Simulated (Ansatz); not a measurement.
# Rh(111) with 4 thermally displaced layers, 2x2: scattering by thermal displacements, part 2 of 2

Wanted: the phonon-limited resistivity of Rh at 273 K by the Landauer route.

Ansatz 0.2.0; Ansatz plane-wave DFT, PBE, PAW files; ballistic transport by layer matching (Landauer), zero bias; PAW set soft_1.

So far. Step 2 (With 4 displaced layers): Over the solved energies the transmission per spin lies between 6.31 and 6.56, out of 7 channels of the lead on average (up to 7.2).

### 3. With 8 displaced layers

Each atom of 8 layers is moved at random, by amounts drawn from a normal law 0.0426 Å wide in each direction from the Debye model (480 K) at 273 K. A fresh draw is used; the growth of the resistance with length is what counts.

System of this step: Rh(111) with 8 thermally displaced layers, 2x2. The cell holds 56 atoms: 56 Rh. Its edges and angles: a = 5.378 Å, b = 5.378 Å, c = 30.779 Å, α = 87.5°, β = 92.5°, γ = 120.0°. It derives from Rh. Regions: lead, 24 atoms (24 Rh); scattering region, 32 atoms (32 Rh). The structure is stacked along c, and the current runs across the ab planes.

input.yaml

```yaml
crystal:
  lattice:
    - [5.3783955991, 0.0, 0.0]
    - [-2.6891977995, 4.6578272204, 0.0]
    - [-1.3445988998, 0.7763045367, 30.7400913226]
  atoms:
    - { symbol: Rh, position: [0.005952381, 0.994047619, 0.0357142857] }
    - { symbol: Rh, position: [0.005952381, 0.494047619, 0.0357142857] }
    - { symbol: Rh, position: [0.505952381, 0.994047619, 0.0357142857] }
    - { symbol: Rh, position: [0.505952381, 0.494047619, 0.0357142857] }
    - { symbol: Rh, position: [0.1845238095, 0.3154761905, 0.1071428571] }
    - { symbol: Rh, position: [0.1845238095, 0.8154761905, 0.1071428571] }
    - { symbol: Rh, position: [0.6845238095, 0.3154761905, 0.1071428571] }
    - { symbol: Rh, position: [0.6845238095, 0.8154761905, 0.1071428571] }
    - { symbol: Rh, position: [0.3630952381, 0.1369047619, 0.1785714286] }
    - { symbol: Rh, position: [0.3630952381, 0.6369047619, 0.1785714286] }
    - { symbol: Rh, position: [0.8630952381, 0.1369047619, 0.1785714286] }
    - { symbol: Rh, position: [0.8630952381, 0.6369047619, 0.1785714286] }
    - { symbol: Rh, position: [0.0413469838, 0.9634654591, 0.2494731584] }
    - { symbol: Rh, position: [0.049498459, 0.4674191586, 0.2492458465] }
    - { symbol: Rh, position: [0.5590879796, 0.972919174, 0.2514955822] }
    - { symbol: Rh, position: [0.5564363671, 0.4678452338, 0.2531248423] }
    - { symbol: Rh, position: [0.2218592962, 0.2796416484, 0.3222644918] }
    - { symbol: Rh, position: [0.2057361529, 0.7657583045, 0.3202060884] }
    - { symbol: Rh, position: [0.7249981475, 0.2844439622, 0.3192991434] }
    - { symbol: Rh, position: [0.7038283481, 0.776913504, 0.3211679208] }
    - { symbol: Rh, position: [0.4017742021, 0.1070477531, 0.3945603349] }
    - { symbol: Rh, position: [0.4031878389, 0.6070478723, 0.3913391685] }
    - { symbol: Rh, position: [0.8907250803, 0.1031978754, 0.393778381] }
    - { symbol: Rh, position: [0.9074548008, 0.6064313078, 0.3939440254] }
    - { symbol: Rh, position: [0.0756127687, 0.9067609073, 0.4632681439] }
    - { symbol: Rh, position: [0.0833662921, 0.428426274, 0.4621899199] }
    - { symbol: Rh, position: [0.5846129349, 0.9186586188, 0.4639635683] }
    - { symbol: Rh, position: [0.5826475907, 0.4298072287, 0.4622993816] }
    - { symbol: Rh, position: [0.2639697018, 0.2449327051, 0.5346459207] }
    - { symbol: Rh, position: [0.2436248845, 0.7242027394, 0.5348166718] }
    - { symbol: Rh, position: [0.7540747142, 0.2376375059, 0.5352596524] }
    - { symbol: Rh, position: [0.7552468096, 0.7442544018, 0.5371289113] }
    - { symbol: Rh, position: [0.4332620196, 0.0629737611, 0.6078894316] }
    - { symbol: Rh, position: [0.4495251812, 0.5622225062, 0.6078537028] }
    - { symbol: Rh, position: [0.9283348743, 0.0776314836, 0.6080567776] }
    - { symbol: Rh, position: [0.9445709398, 0.5651768439, 0.6056974911] }
    - { symbol: Rh, position: [0.1233608211, 0.8939978354, 0.677369693] }
    - { symbol: Rh, position: [0.1034415481, 0.3910526927, 0.6783338754] }
    - { symbol: Rh, position: [0.6308567972, 0.8814081757, 0.6778388293] }
    - { symbol: Rh, position: [0.6043970306, 0.3718793945, 0.6773391338] }
    - { symbol: Rh, position: [0.303951532, 0.2072721269, 0.7491567596] }
    - { symbol: Rh, position: [0.2843979623, 0.7134911075, 0.7509124155] }
    - { symbol: Rh, position: [0.7919887548, 0.2047026186, 0.7504234826] }
    - { symbol: Rh, position: [0.7917191708, 0.7019613275, 0.750862567] }
    - { symbol: Rh, position: [0.4702380952, 0.0297619048, 0.8214285714] }
    - { symbol: Rh, position: [0.4702380952, 0.5297619048, 0.8214285714] }
    - { symbol: Rh, position: [0.9702380952, 0.0297619048, 0.8214285714] }
    - { symbol: Rh, position: [0.9702380952, 0.5297619048, 0.8214285714] }
    - { symbol: Rh, position: [0.1488095238, 0.8511904762, 0.8928571429] }
    - { symbol: Rh, position: [0.1488095238, 0.3511904762, 0.8928571429] }
    - { symbol: Rh, position: [0.6488095238, 0.8511904762, 0.8928571429] }
    - { symbol: Rh, position: [0.6488095238, 0.3511904762, 0.8928571429] }
    - { symbol: Rh, position: [0.3273809524, 0.1726190476, 0.9642857143] }
    - { symbol: Rh, position: [0.3273809524, 0.6726190476, 0.9642857143] }
    - { symbol: Rh, position: [0.8273809524, 0.1726190476, 0.9642857143] }
    - { symbol: Rh, position: [0.8273809524, 0.6726190476, 0.9642857143] }
kpoints:
  mp_grid: { grid: [5, 5, 1] }
hamiltonian:
  xc: pbe
  pseudopotentials: { kind: paw, azcp: { folder: soft_1 } }
scf:
  occupations: { method: fermi_dirac, width: 0.1 }
output:
  transmission:
    leads: [[0, 4]]
    kmesh: [10, 10]
    e_range: [-0.05, 0.05]
    de: 0.05
  write_potential: true
  write_density: true
  volumetric_format: npy
```

The run is started by

```
$ ansatz run input.yaml --threads 4 --pin off --max-ram 15360MiB --backend cpu --events-out ev --progress --plain --runs-dir out
```

Numbers of over 12 decimals in the logs are rounded to 6 here.

Output:

```text
[...]
Crystal: 56 atoms, lattice volume = 770.090 Å³
Basis set: ecut = 420 eV, 14937 PW (Γ)
Bands: 572, of which v1, the nominal top of the filled ones, is band 476 counted from 1 (475 counted from 0)
Symmetry: 1 space group operations
[...]
k-points: 13 of 25 (time reversal used)
[...]
SCF iter   1: F=—  HF=-358590.659807 eV  |F-HF|=—  |Δ(HF+E_count)|=         —  Δρ=1.10e-1  dr2=8.64e1  ethr=3.10e-3  ⟨swp⟩=4.5  Hψ=21056  notcnv=0  defer=89
[...]
SCF iter   9: F=-358564.713786 eV  HF=-358564.713786 eV  |F-HF|=4.36e-8  |Δ(HF+E_count)|=   2.97e-9  Δρ=1.53e-6  dr2=4.90e-8  ethr=1.05e-11  ⟨swp⟩=7.8  Hψ=18541  notcnv=0
SCF 1 converged in 9 iterations: F = -358564.713786 eV  dr2 = 4.90e-8
[...]
transmission: 293 of 2912 steps passed
transmission: 585 of 2912 steps passed
[...]
transmission: 2912 of 2912 steps passed
SCF converged after 9 iterations
Free energy (F): -358564.713786 eV
[...]
Internal energy: -358562.197463 eV  (E = F + TS)
E sigma→0 (E₀):  -358563.455624 eV
Entropy (-TS):   -2.516324 eV (-44.934 meV/atom)
Fermi energy:    22.417731 eV
[...]
--- Band table (eV; the first three rows and the last of 13) ---
  k-point 0: bands = [... 472 lower, 22.9672, 22.9761, 22.9802, 22.9826, 22.9877, 22.9905, 22.9918, 22.9952, ... 92 higher]
  k-point 1: bands = [... 472 lower, 22.6142, 22.6448, 22.6464, 22.6530, 22.6649, 22.6755, 22.7011, 22.7250, ... 92 higher]
  k-point 2: bands = [... 472 lower, 21.8820, 21.8984, 21.9473, 21.9985, 22.0346, 22.0746, 22.1261, 22.1544, ... 92 higher]
  k-point 12: bands = [... 472 lower, 22.3655, 22.3843, 22.4076, 22.4217, 22.4323, 22.4449, 22.4761, 22.4874, ... 92 higher]
--- Transmission ---
  basis      : 211 plane waves across, 56 finite elements along
  points     : 52, standing for a mesh of 10 x 10
[...]
channels       : 7.200000e0 a spin
[...]
junction   : crystal 0 to crystal 0, 0.70 to 29.24 Å
    transmission   : 6.124827e0 a spin
[...]
```

Elapsed: 7 min, on 4 threads of Intel Xeon Platinum 8488C (Sapphire Rapids), shared host; peak memory 8.6 GiB.

Numbers from this step:

```
free energy                                   : -358564.7138 eV
energy at zero smearing                       : -358563.4556 eV
Fermi energy                                  : 22.42 eV
transmission per spin nearest the Fermi level : 6.125
step of the lead's potential                  : 3.3 meV
```

Per spin. Table of transmission, zone mean by energy, zero at the Fermi level:

```
energy (eV)  transmission, zone mean
    -0.0500                     5.92
     0.0000                     6.12
     0.0500                     6.16
```

Over the solved energies the transmission per spin lies between 5.92 and 6.16, out of 7 channels of the lead on average (up to 7.2).

### 4. With 12 displaced layers

Each atom of 12 layers is moved at random, by amounts drawn from a normal law 0.0426 Å wide in each direction from the Debye model (480 K) at 273 K. A fresh draw is used; the growth of the resistance with length is what counts.

System of this step: Rh(111) with 12 thermally displaced layers, 2x2. The cell holds 72 atoms: 72 Rh. Its edges and angles: a = 5.378 Å, b = 5.378 Å, c = 39.523 Å, α = 90.0°, β = 90.0°, γ = 120.0°. It derives from Rh. Regions: lead, 24 atoms (24 Rh); scattering region, 48 atoms (48 Rh). The structure is stacked along c, and the current runs across the ab planes.

input.yaml

```yaml
crystal:
  lattice:
    - [5.3783955991, 0.0, 0.0]
    - [-2.6891977995, 4.6578272204, 0.0]
    - [0.0, 0.0, 39.5229745576]
  atoms:
    - { symbol: Rh, position: [0.0, 0.0, 0.0277777778] }
    - { symbol: Rh, position: [0.0, 0.5, 0.0277777778] }
    - { symbol: Rh, position: [0.5, 0.0, 0.0277777778] }
    - { symbol: Rh, position: [0.5, 0.5, 0.0277777778] }
    - { symbol: Rh, position: [0.1666666667, 0.3333333333, 0.0833333333] }
    - { symbol: Rh, position: [0.1666666667, 0.8333333333, 0.0833333333] }
    - { symbol: Rh, position: [0.6666666667, 0.3333333333, 0.0833333333] }
    - { symbol: Rh, position: [0.6666666667, 0.8333333333, 0.0833333333] }
    - { symbol: Rh, position: [0.3333333333, 0.1666666667, 0.1388888889] }
    - { symbol: Rh, position: [0.3333333333, 0.6666666667, 0.1388888889] }
    - { symbol: Rh, position: [0.8333333333, 0.1666666667, 0.1388888889] }
    - { symbol: Rh, position: [0.8333333333, 0.6666666667, 0.1388888889] }
    - { symbol: Rh, position: [0.9773470729, 0.9882089172, 0.1941168163] }
    - { symbol: Rh, position: [0.9938155158, 0.4893500433, 0.1947988125] }
    - { symbol: Rh, position: [0.5104252143, 0.0041258769, 0.1946864909] }
    - { symbol: Rh, position: [0.5084109163, 0.5036995925, 0.1932129345] }
    - { symbol: Rh, position: [0.1709680738, 0.3451454735, 0.2487737707] }
    - { symbol: Rh, position: [0.1653804558, 0.8297739074, 0.2490319286] }
    - { symbol: Rh, position: [0.6591155983, 0.3342574026, 0.2503399526] }
    - { symbol: Rh, position: [0.6625009581, 0.8201059581, 0.2496887322] }
    - { symbol: Rh, position: [0.3404024052, 0.1753273847, 0.3062805312] }
    - { symbol: Rh, position: [0.3449391536, 0.676702487, 0.3064437579] }
    - { symbol: Rh, position: [0.8271409295, 0.1671975822, 0.3047867796] }
    - { symbol: Rh, position: [0.8067800323, 0.6512910967, 0.3078074465] }
    - { symbol: Rh, position: [0.9808944543, 0.9794908446, 0.3604806326] }
    - { symbol: Rh, position: [0.0118377953, 0.4995887591, 0.3615510321] }
    - { symbol: Rh, position: [0.497477948, 0.9992386806, 0.3624765798] }
    - { symbol: Rh, position: [0.5059111883, 0.4992110326, 0.3620722932] }
    - { symbol: Rh, position: [0.1741759694, 0.3313285597, 0.4169577135] }
    - { symbol: Rh, position: [0.1656232374, 0.8272202388, 0.4179073349] }
    - { symbol: Rh, position: [0.6625100897, 0.327666872, 0.4148601292] }
    - { symbol: Rh, position: [0.6636191713, 0.8472868135, 0.4154376582] }
    - { symbol: Rh, position: [0.3350569767, 0.1633082775, 0.4727734426] }
    - { symbol: Rh, position: [0.3345541503, 0.6595657698, 0.4719075867] }
    - { symbol: Rh, position: [0.8346443112, 0.1677144674, 0.4721914881] }
    - { symbol: Rh, position: [0.8337303912, 0.6724240503, 0.4736420816] }
    - { symbol: Rh, position: [0.0008966283, 0.9932297342, 0.5282046175] }
    - { symbol: Rh, position: [0.0025953776, 0.504222648, 0.5297665511] }
    - { symbol: Rh, position: [0.4982525031, 0.9998947883, 0.5268219775] }
    - { symbol: Rh, position: [0.495107923, 0.4947938205, 0.5295024245] }
    - { symbol: Rh, position: [0.1664589377, 0.3281018378, 0.5854133351] }
    - { symbol: Rh, position: [0.1600845325, 0.8412115368, 0.5844288625] }
    - { symbol: Rh, position: [0.670018925, 0.3309445003, 0.5831938433] }
    - { symbol: Rh, position: [0.6675411192, 0.8405237774, 0.5808227137] }
    - { symbol: Rh, position: [0.3299783232, 0.1680565433, 0.6382623824] }
    - { symbol: Rh, position: [0.317824166, 0.6644454431, 0.6380748057] }
    - { symbol: Rh, position: [0.8460640992, 0.1794491143, 0.638963682] }
    - { symbol: Rh, position: [0.8171143, 0.6648720485, 0.6378926631] }
    - { symbol: Rh, position: [0.0131388976, 0.0154722419, 0.6947866363] }
    - { symbol: Rh, position: [0.0230498316, 0.5138540694, 0.6951953156] }
    - { symbol: Rh, position: [0.4941406821, 0.0019107572, 0.6930007751] }
    - { symbol: Rh, position: [0.5102094195, 0.5021837554, 0.6960602491] }
    - { symbol: Rh, position: [0.1617435372, 0.3168290914, 0.750849128] }
    - { symbol: Rh, position: [0.1834531923, 0.8498827328, 0.7491097677] }
    - { symbol: Rh, position: [0.6614912724, 0.335271721, 0.7490205924] }
    - { symbol: Rh, position: [0.6525523179, 0.8246196691, 0.7529426478] }
    - { symbol: Rh, position: [0.3253018777, 0.1585161982, 0.8051978734] }
    - { symbol: Rh, position: [0.3406158799, 0.679448254, 0.8066875588] }
    - { symbol: Rh, position: [0.8410739574, 0.168012832, 0.805834843] }
    - { symbol: Rh, position: [0.8226631463, 0.6538215891, 0.8078618119] }
    - { symbol: Rh, position: [0.0, 0.0, 0.8611111111] }
    - { symbol: Rh, position: [0.0, 0.5, 0.8611111111] }
    - { symbol: Rh, position: [0.5, 0.0, 0.8611111111] }
    - { symbol: Rh, position: [0.5, 0.5, 0.8611111111] }
    - { symbol: Rh, position: [0.1666666667, 0.3333333333, 0.9166666667] }
    - { symbol: Rh, position: [0.1666666667, 0.8333333333, 0.9166666667] }
    - { symbol: Rh, position: [0.6666666667, 0.3333333333, 0.9166666667] }
    - { symbol: Rh, position: [0.6666666667, 0.8333333333, 0.9166666667] }
    - { symbol: Rh, position: [0.3333333333, 0.1666666667, 0.9722222222] }
    - { symbol: Rh, position: [0.3333333333, 0.6666666667, 0.9722222222] }
    - { symbol: Rh, position: [0.8333333333, 0.1666666667, 0.9722222222] }
    - { symbol: Rh, position: [0.8333333333, 0.6666666667, 0.9722222222] }
kpoints:
  mp_grid: { grid: [5, 5, 1] }
hamiltonian:
  xc: pbe
  pseudopotentials: { kind: paw, azcp: { folder: soft_1 } }
scf:
  occupations: { method: fermi_dirac, width: 0.1 }
output:
  transmission:
    leads: [[0, 4]]
    kmesh: [10, 10]
    e_range: [-0.05, 0.05]
    de: 0.05
  write_potential: true
  write_density: true
  volumetric_format: npy
```

Output:

```text
[...]
Crystal: 72 atoms, lattice volume = 990.115 Å³
Basis set: ecut = 420 eV, 19231 PW (Γ)
Bands: 735, of which v1, the nominal top of the filled ones, is band 612 counted from 1 (611 counted from 0)
Symmetry: 1 space group operations
[...]
k-points: 13 of 25 (time reversal used)
[...]
SCF iter   1: F=—  HF=-461044.595748 eV  |F-HF|=—  |Δ(HF+E_count)|=         —  Δρ=1.10e-1  dr2=1.11e2  ethr=3.10e-3  ⟨swp⟩=4.5  Hψ=26928  notcnv=0  defer=120
[...]
SCF iter   9: F=-461011.359343 eV  HF=-461011.359343 eV  |F-HF|=7.07e-8  |Δ(HF+E_count)|=   1.92e-8  Δρ=1.83e-6  dr2=8.22e-8  ethr=8.17e-12  ⟨swp⟩=7.7  Hψ=23953  notcnv=0
SCF 1 converged in 9 iterations: F = -461011.359343 eV  dr2 = 8.22e-8
[...]
transmission: 371 of 3692 steps passed
transmission: 741 of 3692 steps passed
[...]
transmission: 3692 of 3692 steps passed
SCF converged after 9 iterations
Free energy (F): -461011.359343 eV
[...]
Internal energy: -461008.185031 eV  (E = F + TS)
E sigma→0 (E₀):  -461009.772187 eV
Entropy (-TS):   -3.174311 eV (-44.088 meV/atom)
Fermi energy:    22.421970 eV
[...]
--- Band table (eV; the first three rows and the last of 13) ---
  k-point 0: bands = [... 608 lower, 22.9710, 22.9741, 22.9763, 22.9771, 22.9798, 22.9842, 22.9853, 22.9883, ... 119 higher]
  k-point 1: bands = [... 608 lower, 22.6306, 22.6370, 22.6540, 22.6601, 22.6682, 22.6731, 22.6833, 22.6904, ... 119 higher]
  k-point 2: bands = [... 608 lower, 21.9191, 21.9429, 21.9523, 21.9766, 22.0305, 22.0429, 22.0660, 22.0810, ... 119 higher]
  k-point 12: bands = [... 608 lower, 22.3934, 22.4102, 22.4214, 22.4301, 22.4329, 22.4437, 22.4575, 22.4751, ... 119 higher]
--- Transmission ---
  basis      : 211 plane waves across, 71 finite elements along
  points     : 52, standing for a mesh of 10 x 10
[...]
channels       : 7.200000e0 a spin
[...]
junction   : crystal 0 to crystal 0, 0.70 to 38.03 Å
    transmission   : 5.450315e0 a spin
[...]
```

Wall time 11 min (4 threads); peak memory 7.4 GiB; 41 min of CPU time.

Numbers from this step:

| Property | Result |
| --- | --- |
| free energy | -461011.3593 eV |
| energy at zero smearing | -461009.7722 eV |
| transmission per spin nearest the Fermi level | 5.450 |
| step of the lead's potential | 6.3 meV |

Per spin. Transmission, zone mean against energy, zero at the Fermi level:

```
energy (eV)  transmission, zone mean
    -0.0500                     5.34
     0.0000                     5.45
     0.0500                     5.44
```

Over the solved energies the transmission per spin lies between 5.34 and 5.45, out of 7 channels of the lead on average (up to 7.2).

### 5. Resistance against length

This step: Ansatz plane-wave DFT, PBE, PAW files; ballistic transport by layer matching (Landauer), zero bias; resistivity from the slope of the area resistance; PAW set soft_1 (Ansatz 0.2.0).

This step gave:

```yaml
resistivity: 5.583 µΩ cm
intercept: -0.01653 fΩ m²
scatter_about_the_fit: 0.007566 fΩ m²
```

Resistance, by row:

```
run  length (Å)      T  channels N  RA (fΩ m²)
 n4       8.783   6.47           7     0.03786
 n8       17.57  6.069           7     0.07084
n12       26.35  5.408           7      0.1359
```

The area resistance by length of the displaced region:

```
length of the displaced region (Å)  area resistance (fΩ m²)
                              8.78                   0.0379
                             17.57                   0.0708
                             26.35                    0.136
```

The area resistance goes from 0.038 to 0.14 fΩ m² between 8.8 and 26.3 Å, a slope of 5.6 µΩ cm.

By hand from the end points: (0.1359 − 0.03786) fΩ m² / (26.35 − 8.78) Å = 5.6 µΩ cm, since 1 fΩ m² per Å is 1000 µΩ cm.

### 6. Summary of results

| Item | Value |
| --- | --- |
| resistivity from the slope | 5.58 µΩ cm |
| area resistance over 8.78 Å | 0.0379 fΩ m² |
| area resistance over 17.6 Å | 0.0708 fΩ m² |
| area resistance over 26.3 Å | 0.136 fΩ m² |

In words: The slope gives 5.6 µΩ cm. The points scatter by 0.0076 fΩ m² about the line, with one random draw a length in a 2x2 cell, so the slope is a rough value. The mean square of the displacements drawn is 0.78, 0.91 and 1.0 of the nominal one at the three lengths; with each resistance scaled back by that, the slope is 4.8 µΩ cm, the value used below. Read with a model of isotropic scattering on a spherical Fermi surface and the lead's 2.2×10¹⁵ S/m², this slope means a mean free path near 81 Å; over these lengths the model's slope is 1.11 times its bulk resistivity, which would be 4.3 µΩ cm. Uncorrelated displacements put too much weight on short waves, which scatter strongly; with the sideways repeat of a small cell, one draw and three short lengths, the method is good to a factor of two or three. The measured value is 4.3 µΩ cm (CRC Handbook of Chemistry and Physics, 84th ed., 2003, Electrical Resistivity of Pure Metals); the scaled slope is 1.1 times that and the corrected value 1.00: fair for so small a cell.

[Logs are printed without paths, hosts, clocks, repeated set-up lines and the standing remarks that a program may print on its own settings, such as how far it seeks lower states.]

[Hosts, paths, dates, database ids (printed as entryN), source tags and the programs' standing remarks are cut or masked in the printed files.]
